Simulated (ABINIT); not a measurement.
# CsAuBr3 (I4/mmm): G0W0 with ABINIT, start to end, part 2 of 3

Wanted: ground state, empty states, screening and self-energy for CsAuBr3 (I4/mmm).

ABINIT 10.8.3; LDA and many-body steps on it, plane waves. Known limits of the many-body steps: not at the basis limit; d shell near the gap, gap tends to lie low; no spin-orbit coupling; coarse k mesh.

So far. Step 2 (Ground state): The gap is direct, at (-0.250, 0.250, 0.250).

### 3. Bands along the symmetry lines

Level of this step: DFT, LDA, plane waves, norm-conserving pseudopotentials (ABINIT).

Levels along a band path, at the cheap level, show where the edges lie and whether the meshes to come will hold them.

Input file run.abi:

```
acell 3*1.0 Angstrom
rprim 
  -3.879600000000 3.879600000000 5.653950000000
  3.879600000000 -3.879600000000 5.653950000000
  3.879600000000 3.879600000000 -5.653950000000
ntypat 3
znucl 55 79 35
natom 10
typat 1 1 2 2 3 3 3 3 3 3
xred 
  0.750000000000 0.250000000000 0.500000000000
  0.250000000000 0.750000000000 0.500000000000
  0.000000000000 0.000000000000 0.000000000000
  0.500000000000 0.500000000000 0.000000000000
  0.222000000000 0.222000000000 0.444000000000
  0.222000000000 0.778000000000 0.000000000000
  0.778000000000 0.778000000000 0.556000000000
  0.778000000000 0.222000000000 0.000000000000
  0.712200000000 0.712200000000 0.000000000000
  0.287800000000 0.287800000000 0.000000000000
pp_dirpath "pseudos"
pseudos "Cs.upf, Au.upf, Br.upf"
ecut 28
iscf -2
irdden 1
kptopt 0
nkpt 31
kpt 
  0.00000000 0.00000000 0.00000000
  0.00000000 0.00000000 0.16666667
  0.00000000 0.00000000 0.33333333
  0.00000000 0.00000000 0.50000000
  0.08333333 0.08333333 0.41666667
  0.16666667 0.16666667 0.33333333
  0.25000000 0.25000000 0.25000000
  0.16666667 0.33333333 0.16666667
  0.08333333 0.41666667 0.08333333
  0.00000000 0.50000000 0.00000000
  0.00000000 0.33333333 0.00000000
  0.00000000 0.16666667 0.00000000
  0.00000000 0.00000000 0.00000000
  0.16666667 0.16666667 -0.16666667
  0.33333333 0.33333333 -0.33333333
  0.50000000 0.50000000 -0.50000000
  0.45590303 0.54409697 -0.45590303
  0.41180605 0.58819395 -0.41180605
  0.36770908 0.63229092 -0.36770908
  -0.36770908 0.36770908 0.36770908
  -0.24513939 0.24513939 0.24513939
  -0.12256969 0.12256969 0.12256969
  0.00000000 0.00000000 0.00000000
  0.00000000 0.00000000 0.50000000
  -0.07847272 0.07847272 0.50000000
  -0.15694545 0.15694545 0.50000000
  -0.23541817 0.23541817 0.50000000
  0.50000000 0.50000000 -0.23541817
  0.50000000 0.50000000 -0.32361211
  0.50000000 0.50000000 -0.41180606
  0.50000000 0.50000000 -0.50000000
istwfk *1
nband 56
nbdbuf 2
tolwfr 1e-08
nstep 40
prtwf 0
prtvol 0
indata_prefix "in"
outdata_prefix "out"
tmpdata_prefix "tmp"
```

On the command line:

```console
OMP_NUM_THREADS=1 mpirun -n 4 abinit run.abi > log
```

Numbers of over 12 decimals in the logs are rounded to 6 here.

What it wrote:

```text
.Version 10.8.3 of ABINIT. v10.8.2 released Aug 2026.

 Symmetries : space group I4/m m m (#139); Bravais tI (body-center tetrag.)
[... echo of the input left out ...]
== DATASET  1 ==================================================================
-   mpi_nproc: 4, omp_nthreads: 1 (-1 if OMP is not activated)

--- !DatasetInfo
iteration_state: {dtset: 1, }
dimensions: {natom: 10, nkpt: 31, mband: 56, nsppol: 1, nspinor: 1, nspden: 1, mpw: 16300, }
cutoff_energies: {ecut:  28.0, pawecutdg:  -1.0, }
electrons: {nelect:   9.80000000E+01, charge:   0.00000000E+00, occopt:   1.00000000E+00, tsmear:   1.00000000E-02, }

 Real(R)+Recip(G) space primitive vectors, cartesian coordinates (Bohr,Bohr^-1):
 R(1)= -7.3313815  7.3313815 10.6844170  G(1)=  0.0000000  0.0682000  0.0467971
 R(2)=  7.3313815 -7.3313815 10.6844170  G(2)=  0.0682000  0.0000000  0.0467971
 R(3)=  7.3313815  7.3313815-10.6844170  G(3)=  0.0682000  0.0682000  0.0000000
 Unit cell volume ucvol=  2.2971135E+03 bohr^3
 Angles (23,13,12)=  1.20998783E+02  1.20998783E+02  8.82785913E+01 degrees

 getcut: wavevector=  0.0000  0.0000  0.0000  ngfft=  72  72  72
         ecut(hartree)=     28.000   => boxcut(ratio)=   2.03066

--- Pseudopotential description ------------------------------------------------
- Cs Generated using ONCVPSP code by D. R. Hamann
- 55.00000   9.00000  201201                  znucl, zion, pspdat
12 -1012 3 -1 2328                            pspcod,pspxc,lmax,lloc,mmax
     nproj     2     2     2     2
  pspatm : epsatm=   21.68725381
         --- l  ekb(1:nproj) -->
             0    6.247599    0.778427
             1    6.343167    0.797067
             2    3.778962    0.917083
[...]
pspatm: atomic psp has been read  and splines computed

- Au Generated using ONCVPSP code by D. R. Hamann
- 79.00000  19.00000  180309                  znucl, zion, pspdat
12 -1012 3 -1 1324                            pspcod,pspxc,lmax,lloc,mmax
     nproj     2     2     2     1
  pspatm : epsatm=   32.25374102
         --- l  ekb(1:nproj) -->
[...]
3    1.195209
 pspatm: atomic psp has been read  and splines computed

- Br Generated using ONCVPSP code by D. R. Hamann
- 35.00000   7.00000  180309                  znucl, zion, pspdat
12 -1012 2 -1 1084                            pspcod,pspxc,lmax,lloc,mmax
     nproj     2     2     2     0
  pspatm : epsatm=   10.24179696
         --- l  ekb(1:nproj) -->
[...]
pspatm: atomic psp has been read  and splines computed

--------------------------------------------------------------------------------

================================================================================
 prteigrs : about to open file out_EIG
 Non-SCF case, kpt    1 (  0.00000  0.00000  0.00000), residuals and eigenvalues=
  4.38E-09  6.57E-09  2.34E-09  9.16E-09  4.10E-09  7.14E-09  5.67E-09  6.64E-09
[...]
5.2385E-02  1.3660E-01  2.3083E-01  2.6820E-01  2.8449E-01  2.8979E-01
  2.9207E-01  2.9207E-01

--- !ResultsGS
iteration_state: {dtset: 1, }
comment   : Summary of ground state results
lattice_vectors:
- [ -7.3313815,   7.3313815,  10.6844170, ]
- [  7.3313815,  -7.3313815,  10.6844170, ]
- [  7.3313815,   7.3313815, -10.6844170, ]
lattice_lengths: [  14.88809,   14.88809,   14.88809, ]
lattice_angles: [120.999, 120.999,  88.279, ] # degrees, (23, 13, 12)
lattice_volume:   2.2971135E+03
convergence: {deltae:  0.000E+00, res2:  0.000E+00, residm:  9.998E-09, diffor:  0.000E+00, }
etotal    :  -4.36993064E+02
entropy   :   0.00000000E+00
fermie    :   7.11958228E-02
cartesian_stress_tensor: null
pressure_GPa: null
xred      :
- [  7.5000E-01,   2.5000E-01,   5.0000E-01, Cs]
- [  2.5000E-01,   7.5000E-01,   5.0000E-01, Cs]
- [  0.0000E+00,   0.0000E+00,   0.0000E+00, Au]
- [  5.0000E-01,   5.0000E-01,  -3.5787E-18, Au]
- [  2.2200E-01,   2.2200E-01,   4.4400E-01, Br]
- [  2.2200E-01,   7.7800E-01,   1.6069E-18, Br]
- [  7.7800E-01,   7.7800E-01,   5.5600E-01, Br]
- [  7.7800E-01,   2.2200E-01,  -1.3827E-17, Br]
- [  7.1220E-01,   7.1220E-01,  -5.0974E-18, Br]
- [  2.8780E-01,   2.8780E-01,  -2.0599E-18, Br]
cartesian_forces: null
force_length_stats: {min: null, max: null, mean: null, }

 Integrated electronic density in atomic spheres:
 ------------------------------------------------
 Atom  Sphere_radius  Integrated_density
[...]
================================================================================

 ----iterations are completed or convergence reached----

 Mean square residual over all n,k,spin=   69.299E-10; max=  99.976E-10
 reduced coordinates (array xred) for   10 atoms
[...]
0.712200000000      0.712200000000     -0.000000000000
       0.287800000000      0.287800000000     -0.000000000000

 cartesian coordinates (angstrom) at end:
    1      0.000000     3.879600     2.826975
    2      3.879600     0.000000     2.826975
    3      0.000000     0.000000     0.000000
[...]
9      0.000000    -0.000000     8.053486
   10     -0.000000     0.000000     3.254414
 length scales=  1.889726125908  1.889726125908  1.889726125908 bohr
              =  1.000000000000  1.000000000000  1.000000000000 angstroms
 prteigrs : about to open file out_EIG
 Eigenvalues (hartree) for nkpt=  31  k points:
 kpt#   1, nband= 56, wtk=  1.00000, kpt=  0.0000  0.0000  0.0000 (reduced coord)
[...]
kpt#   2, nband= 56, wtk=  1.00000, kpt=  0.0000  0.0000  0.1667 (reduced coord)
[...]
kpt#   3, nband= 56, wtk=  1.00000, kpt=  0.0000  0.0000  0.3333 (reduced coord)
[...]
kpt#  30, nband= 56, wtk=  1.00000, kpt=  0.5000  0.5000 -0.4118 (reduced coord)
[...]
kpt#  31, nband= 56, wtk=  1.00000, kpt=  0.5000  0.5000 -0.5000 (reduced coord)
[...]
0.01995    0.02075    0.02639    0.02639    0.03498    0.03498    0.05186    0.05186
   0.05238    0.13660    0.23083    0.26820    0.28449    0.28979    0.29207    0.29207

== END DATASET(S) ==============================================================
================================================================================

 -outvars: echo values of variables after computation  --------
            nband          56
             nkpt          31
          spgroup         139
 [... the other variables as echoed above ...]

 Calculation completed.
```

Run time: 5.6 min. Hardware: 4 MPI ranks of Arm Neoverse V2, shared host; peak memory 0.86 GiB; 22 min of CPU time.

Numbers from this step:

```
gap                        : 0.8841 eV
k of the valence top       : -0.2451, 0.2451, 0.2451
k of the conduction bottom : -0.2451, 0.2451, 0.2451
least direct gap           : 0.8841 eV
```

The gap is 0.884 eV, −0.010 eV from the run before at this level.

Electronic bands along the path, in eV, zero at the top of the highest filled band:

| point | band 46 | band 47 | band 48 | band 49 | band 50 | band 51 | band 52 | band 53 |
| --- | --- | --- | --- | --- | --- | --- | --- | --- |
| Γ | -0.71 | -0.51 | -0.38 | -0.38 | 1.77 | 2.89 | 4.25 | 4.81 |
| X | -0.90 | -0.72 | -0.64 | -0.41 | 1.88 | 4.41 | 5.56 | 5.71 |
| P | -0.93 | -0.72 | -0.62 | -0.62 | 1.70 | 4.19 | 5.11 | 6.09 |
| N | -0.74 | -0.72 | -0.52 | -0.06 | 0.89 | 3.60 | 3.83 | 5.39 |
| Γ | -0.71 | -0.51 | -0.38 | -0.38 | 1.77 | 2.89 | 4.25 | 4.81 |
| M | -1.00 | -0.54 | -0.54 | -0.52 | 1.77 | 4.33 | 5.35 | 5.79 |
| S | -0.65 | -0.58 | -0.54 | -0.52 | 1.31 | 4.44 | 4.54 | 5.67 |
| jump to S0 | -0.65 | -0.58 | -0.54 | -0.52 | 1.31 | 4.44 | 4.54 | 5.67 |
| Γ | -0.71 | -0.51 | -0.38 | -0.38 | 1.77 | 2.89 | 4.25 | 4.81 |
| jump to X | -0.90 | -0.72 | -0.64 | -0.41 | 1.88 | 4.41 | 5.56 | 5.71 |
| R | -0.69 | -0.59 | -0.51 | -0.40 | 1.28 | 4.60 | 4.70 | 5.97 |
| jump to G | -0.69 | -0.59 | -0.51 | -0.40 | 1.28 | 4.60 | 4.70 | 5.97 |
| M | -1.00 | -0.54 | -0.54 | -0.52 | 1.77 | 4.33 | 5.35 | 5.79 |

### 4. Empty states on the mesh, 2×2×2 mesh, 250 bands

The sums over transitions need many empty states on a uniform mesh; this step solves for them.

Input file run.abi:

```
acell 3*1.0 Angstrom
rprim 
  -3.879600000000 3.879600000000 5.653950000000
  3.879600000000 -3.879600000000 5.653950000000
  3.879600000000 3.879600000000 -5.653950000000
ntypat 3
znucl 55 79 35
natom 10
typat 1 1 2 2 3 3 3 3 3 3
xred 
  0.750000000000 0.250000000000 0.500000000000
  0.250000000000 0.750000000000 0.500000000000
  0.000000000000 0.000000000000 0.000000000000
  0.500000000000 0.500000000000 0.000000000000
  0.222000000000 0.222000000000 0.444000000000
  0.222000000000 0.778000000000 0.000000000000
  0.778000000000 0.778000000000 0.556000000000
  0.778000000000 0.222000000000 0.000000000000
  0.712200000000 0.712200000000 0.000000000000
  0.287800000000 0.287800000000 0.000000000000
pp_dirpath "pseudos"
pseudos "Cs.upf, Au.upf, Br.upf"
ecut 28
ngkpt 2 2 2
nshiftk 1
shiftk 0 0 0
kptopt 1
chksymbreak 0
iscf -2
irdden 1
istwfk *1
nband 250
nbdbuf 22
tolwfr 1e-09
nstep 60
prtvol 0
indata_prefix "in"
outdata_prefix "out"
tmpdata_prefix "tmp"
```

What it wrote:

```text
.Version 10.8.3 of ABINIT. v10.8.2 released Aug 2026.

 Symmetries : space group I4/m m m (#139); Bravais tI (body-center tetrag.)
[... echo of the input left out ...]
== DATASET  1 ==================================================================
-   mpi_nproc: 4, omp_nthreads: 1 (-1 if OMP is not activated)

--- !DatasetInfo
iteration_state: {dtset: 1, }
dimensions: {natom: 10, nkpt: 4, mband: 250, nsppol: 1, nspinor: 1, nspden: 1, mpw: 16300, }
cutoff_energies: {ecut:  28.0, pawecutdg:  -1.0, }
electrons: {nelect:   9.80000000E+01, charge:   0.00000000E+00, occopt:   1.00000000E+00, tsmear:   1.00000000E-02, }

 Real(R)+Recip(G) space primitive vectors, cartesian coordinates (Bohr,Bohr^-1):
 R(1)= -7.3313815  7.3313815 10.6844170  G(1)=  0.0000000  0.0682000  0.0467971
 R(2)=  7.3313815 -7.3313815 10.6844170  G(2)=  0.0682000  0.0000000  0.0467971
 R(3)=  7.3313815  7.3313815-10.6844170  G(3)=  0.0682000  0.0682000  0.0000000
 Unit cell volume ucvol=  2.2971135E+03 bohr^3
 Angles (23,13,12)=  1.20998783E+02  1.20998783E+02  8.82785913E+01 degrees

 getcut: wavevector=  0.0000  0.0000  0.0000  ngfft=  72  72  72
         ecut(hartree)=     28.000   => boxcut(ratio)=   2.03066

--- Pseudopotential description ------------------------------------------------
- Cs Generated using ONCVPSP code by D. R. Hamann
- 55.00000   9.00000  201201                  znucl, zion, pspdat
12 -1012 3 -1 2328                            pspcod,pspxc,lmax,lloc,mmax
     nproj     2     2     2     2
  pspatm : epsatm=   21.68725381
         --- l  ekb(1:nproj) -->
             0    6.247599    0.778427
             1    6.343167    0.797067
             2    3.778962    0.917083
[...]
pspatm: atomic psp has been read  and splines computed

- Au Generated using ONCVPSP code by D. R. Hamann
- 79.00000  19.00000  180309                  znucl, zion, pspdat
12 -1012 3 -1 1324                            pspcod,pspxc,lmax,lloc,mmax
     nproj     2     2     2     1
  pspatm : epsatm=   32.25374102
         --- l  ekb(1:nproj) -->
[...]
3    1.195209
 pspatm: atomic psp has been read  and splines computed

- Br Generated using ONCVPSP code by D. R. Hamann
- 35.00000   7.00000  180309                  znucl, zion, pspdat
12 -1012 2 -1 1084                            pspcod,pspxc,lmax,lloc,mmax
     nproj     2     2     2     0
  pspatm : epsatm=   10.24179696
         --- l  ekb(1:nproj) -->
[...]
pspatm: atomic psp has been read  and splines computed

--------------------------------------------------------------------------------

================================================================================
 prteigrs : about to open file out_EIG
 Non-SCF case, kpt    1 (  0.00000  0.00000  0.00000), residuals and eigenvalues=
  7.92E-10  3.36E-10  2.25E-10  1.89E-10  1.71E-10  1.84E-10  5.92E-10  9.76E-10
[...]
2.23E-04  1.99E-04
 -3.8084E+00 -3.7587E+00 -2.0238E+00 -2.0238E+00 -2.0026E+00 -1.9772E+00
 -1.9632E+00 -1.9632E+00 -6.6982E-01 -6.6951E-01 -4.6476E-01 -4.4332E-01
 -4.4332E-01 -4.4302E-01 -4.4237E-01 -4.3565E-01 -1.8753E-01 -1.8753E-01
[...]
1.3278E+00  1.3278E+00  1.3314E+00  1.3320E+00  1.3383E+00  1.3468E+00
  1.3486E+00  1.3616E+00  1.3806E+00  1.3837E+00  1.3885E+00  1.3888E+00
  1.3891E+00  1.3992E+00  1.3998E+00  1.4167E+00
 prteigrs : prtvol=0 or 1, do not print more k-points.

--- !ResultsGS
iteration_state: {dtset: 1, }
comment   : Summary of ground state results
lattice_vectors:
- [ -7.3313815,   7.3313815,  10.6844170, ]
- [  7.3313815,  -7.3313815,  10.6844170, ]
- [  7.3313815,   7.3313815, -10.6844170, ]
lattice_lengths: [  14.88809,   14.88809,   14.88809, ]
lattice_angles: [120.999, 120.999,  88.279, ] # degrees, (23, 13, 12)
lattice_volume:   2.2971135E+03
convergence: {deltae:  0.000E+00, res2:  0.000E+00, residm:  9.943E-10, diffor:  0.000E+00, }
etotal    :  -4.36993064E+02
entropy   :   0.00000000E+00
fermie    :   7.11958228E-02
cartesian_stress_tensor: null
pressure_GPa: null
xred      :
- [  7.5000E-01,   2.5000E-01,   5.0000E-01, Cs]
- [  2.5000E-01,   7.5000E-01,   5.0000E-01, Cs]
- [  0.0000E+00,   0.0000E+00,   0.0000E+00, Au]
- [  5.0000E-01,   5.0000E-01,  -3.5787E-18, Au]
- [  2.2200E-01,   2.2200E-01,   4.4400E-01, Br]
- [  2.2200E-01,   7.7800E-01,   1.6069E-18, Br]
- [  7.7800E-01,   7.7800E-01,   5.5600E-01, Br]
- [  7.7800E-01,   2.2200E-01,  -1.3827E-17, Br]
- [  7.1220E-01,   7.1220E-01,  -5.0974E-18, Br]
- [  2.8780E-01,   2.8780E-01,  -2.0599E-18, Br]
cartesian_forces: null
force_length_stats: {min: null, max: null, mean: null, }

 Integrated electronic density in atomic spheres:
 ------------------------------------------------
 Atom  Sphere_radius  Integrated_density
[...]
================================================================================

 ----iterations are completed or convergence reached----

 Mean square residual over all n,k,spin=   52.626E-11; max=  99.430E-11
 reduced coordinates (array xred) for   10 atoms
[...]
0.712200000000      0.712200000000     -0.000000000000
       0.287800000000      0.287800000000     -0.000000000000

 cartesian coordinates (angstrom) at end:
    1      0.000000     3.879600     2.826975
    2      3.879600     0.000000     2.826975
[...]
9      0.000000    -0.000000     8.053486
   10     -0.000000     0.000000     3.254414
 length scales=  1.889726125908  1.889726125908  1.889726125908 bohr
              =  1.000000000000  1.000000000000  1.000000000000 angstroms
 prteigrs : about to open file out_EIG
 Eigenvalues (hartree) for nkpt=   4  k points:
 kpt#   1, nband=250, wtk=  0.12500, kpt=  0.0000  0.0000  0.0000 (reduced coord)
[...]
1.31175    1.31906    1.32783    1.32783    1.33143    1.33195    1.33831    1.34675
   1.34860    1.36162    1.38064    1.38373    1.38848    1.38878    1.38910    1.39917
   1.39983    1.41666
 prteigrs : prtvol=0 or 1, do not print more k-points.

== END DATASET(S) ==============================================================
================================================================================

 -outvars: echo values of variables after computation  --------
            nband         250
             nkpt           4
          spgroup         139
 [... the other variables as echoed above ...]

 Calculation completed.
```

Elapsed: 3.9 min, on 4 MPI ranks; peak memory 0.77 GiB.

This step gave:

| Property | Result |
| --- | --- |
| gap | 0.9502 eV |
| k of the valence top | 0.5, 0, 0 |
| k of the conduction bottom | 0.5, 0, 0 |
| least direct gap | 0.9502 eV |
| k points computed | 4 |
| lowest point of the top converged band, above the valence top | 33.00 eV |

On this mesh the gap is 0.950 eV. The earlier step found 0.894 eV, so this mesh misses an edge.

### 5. Screening, 2×2×2 mesh, 228 bands, screening to 95.2 eV

The RPA dielectric matrix is built and inverted for each q.

This step: RPA screening on LDA, plane waves, norm-conserving pseudopotentials.

run.abi, as its differences from that of step 4:

```diff
@@ -28,10 +28,11 @@
 chksymbreak 0
-iscf -2
-irdden 1
 istwfk *1
-nband 250
-nbdbuf 22
-tolwfr 1e-09
-nstep 60
-prtvol 0
+occopt 1
+irdwfk 1
+optdriver 3
+nband 228
+ecuteps 3.5
+inclvkb 2
+awtr 1
+symchi 1
 indata_prefix "in"
```

What it wrote:

```text
.Version 10.8.3 of ABINIT. v10.8.2 released Aug 2026.

 Symmetries : space group I4/m m m (#139); Bravais tI (body-center tetrag.)
[... echo of the input left out ...]
== DATASET  1 ==================================================================
-   mpi_nproc: 4, omp_nthreads: 1 (-1 if OMP is not activated)

--- !DatasetInfo
iteration_state: {dtset: 1, }
dimensions: {natom: 10, nkpt: 4, mband: 228, nsppol: 1, nspinor: 1, nspden: 1, mpw: 16300, }
cutoff_energies: {ecut:  28.0, pawecutdg:  -1.0, }
electrons: {nelect:   9.80000000E+01, charge:   0.00000000E+00, occopt:   1.00000000E+00, tsmear:   1.00000000E-02, }

 SCREENING: Calculation of the susceptibility and dielectric matrices

 Based on a program developped by R.W. Godby, V. Olevano, G. Onida, and L. Reining.
 Incorporated in ABINIT by V. Olevano, G.-M. Rignanese, and M. Torrent.
.Using double precision arithmetic ; gwpc =  8

[... cell and pseudopotentials left out ...]
--------------------------------------------------------------------------------

 ==== K-mesh for the wavefunctions ====
 Number of points in the irreducible wedge :     4
[... list of points left out ...]
 Together with 16 symmetry operations and time-reversal symmetry
 yields     8 points in the full Brillouin Zone.

 ==== Q-mesh for the screening function ====
 Number of points in the irreducible wedge :     4
[... list of points left out ...]
 Together with 16 symmetry operations and time-reversal symmetry
 yields     8 points in the full Brillouin Zone.

 setmesh: FFT mesh size selected  =    72x   72x   72
          total number of points  =       373248

 vcoul_init : cutoff-mode = AUXILIARY_FUNCTION
 q-points for optical limit:   1
     1)      0.000010    0.000020    0.000030

- screening: taking advantage of time-reversal symmetry
- Maximum band index for partially occupied states nbvw = 49
- Remaining bands to be divided among processors   nbcw = 179
- Number of bands treated by each node ~44

 Number of electrons calculated from density =   98.0000; Expected =   98.0000
 average of density, n =  0.042662
 r_s =    1.7754
 omega_plasma =   19.9240 [eV]

 calculating chi0 at frequencies [eV] :
  1    0.000000E+00    0.000000E+00
  2    0.000000E+00    1.992404E+01

--------------------------------------------------------------------------------
  q-point number  1        q = ( 0.000000, 0.000000, 0.000000) [r.l.u.]
--------------------------------------------------------------------------------
[... chi0 elements left out ...]
 For q-point:  0.000010 0.000020 0.000030
  dielectric constant =  21.2227
  dielectric constant without local fields =  25.7497

  Average fulfillment of the sum rule on Im[epsilon] for q-point    1 :     60.46  [%]
[... wings left out ...]
  q-point number  2        q = ( 0.500000, 0.000000, 0.000000) [r.l.u.]
--------------------------------------------------------------------------------
[... chi0 elements left out ...]
  Average fulfillment of the sum rule on Im[epsilon] for q-point    2 :     66.60  [%]

 [... 2 further q-points ...]
```

Elapsed: 7.1 min, on 4 MPI ranks; peak memory 11 GiB; 29 min of CPU time.

This step gave:

```
ε∞ with local fields, on this mesh, along the program's q direction : 21.22
the same without local fields                                       : 25.75
plasma frequency                                                    : 19.92 eV
plane waves in the screening matrix                                 : 725
```

Local fields lower ε∞ by 18 %. On a Γ-centred mesh this coarse the value itself is usually too large, while a short band sum pulls it down.

(Part 2 of 3 ends here.)

[Paths, hosts, dates, memory and timing lines, banners, echoed tables and standing remarks are left out of the program output.]

[Logs are printed without paths, hosts, clocks, repeated set-up lines and the standing remarks that a program may print on its own settings, such as how far it seeks lower states.]

[Runs of the session that timed out or met a known fault of the program may be left out.]

[Hosts, paths, dates, database ids (printed as entryN), source tags and the programs' standing remarks are cut or masked in the printed files.]

[G0W0 gaps are taken among the corrected bands and points alone; a level outside them can change the order at an edge.]

[Where Ansatz stands beside ABINIT at settings called matched, ABINIT's density can come from a denser mesh and the files from another edition; pairs whose starting gaps differed by over 0.03 eV were left out, so agreement reads better than it is.]
